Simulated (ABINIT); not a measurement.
CdS (Greenockite): G0W0 with ABINIT, start to end. Symmetry: P6_3mc, No. 186, hexagonal system. Conventional cell: a = 4.150 Å, b = 4.150 Å, c = 6.737 Å, α = 90.00°, β = 90.00°, γ = 120.00°. Cd has 4 S at 2.53 to 2.54 Å nearest. Nearest to S lie 4 Cd at 2.53 to 2.54 Å. Farther neighbours, and contacts between anions beyond the nearest, are not listed. The calculation used RPA screening on PBE, plane waves, norm-conserving pseudopotentials (and 2 further levels or steps) in ABINIT 10.8.3, with cutoff 47 Ha, PseudoDojo scalar-relativistic 0.4.1 standard, norm-conserving, ngkpt (3, 3, 2), nband 67, ecuteps 3.2 Ha, inclvkb 2, shiftk (0, 0, 0), symchi 1, awtr 1, frequency ppm, 3×3×2 k-mesh. The PBE gap is 1.20 eV, direct, the G0W0 gap on the mesh is 2.12 eV and the GW settings are 3×3×2 mesh, 67 bands, screening to 87.1 eV, Godby-Needs plasmon pole. The known limits are short of the basis limit; no spin-orbit coupling; coarse k mesh. It took 5 runs, 6.3 min in all on 4 MPI ranks of Arm Neoverse V1, shared host. G0W0 moves the gap on the mesh from 1.20 eV to 2.12 eV (+0.92 eV), with Z of 0.78 and 0.81 at the edges. Local fields lower the RPA ε∞ on this mesh from 14.17 to 13.38; a Γ-centred mesh this coarse tends to raise both, most where the direct gap is narrow, while a short band sum lowers them. The database entry behind the starting cell differs from other determinations of this structure. The program's warnings: nkpt*nsppol () is not a multiple of nproc spkpt (). The cell and positions come from the Crystallography Open Database and are kept as given unless a step says otherwise. Limits: no spin-orbit coupling. The 3×3×2 mesh is coarse for this cell, which bears on the long-range parts of exchange and screening.

```
Cd S
1.0
     4.15000    0.00000    0.00000
    -2.07500    3.59401    0.00000
     0.00000    0.00000    6.73700
Cd S
2 2
Direct
  0.33333 0.66667 0.00000
  0.66667 0.33333 0.50000
  0.33333 0.66667 0.37500
  0.66667 0.33333 0.87500
```

[Long decimals in the printed logs are rounded to 6 places.]

[Logs are printed without paths, hosts, clocks, repeated set-up lines and the standing remarks that a program may print on its own settings, such as how far it seeks lower states.]

[Paths, hosts, dates, memory and timing lines, banners, echoed tables and standing remarks are left out of the program output; an Ansatz launch command may be rebuilt from the run's recorded settings. Measured values are a selection of at most five: reports struck by readers or far from the other reports are left out. None is set beside runs whose start may be inverted or whose files or cutoffs have a known fault.]

[Runs of the session that timed out or met a known fault of the program may be left out.]

[Hosts, paths, dates, database ids (printed as entryN), source tags and the programs' standing remarks are cut or masked in the printed files.]

[G0W0 gaps are taken among the corrected bands and points alone; a level outside them can change the order at an edge.]

[Where Ansatz stands beside ABINIT at settings called matched, ABINIT's density can come from a denser mesh and the files from another edition; pairs whose starting gaps differed by over 0.03 eV were left out, so agreement reads better than it is.]
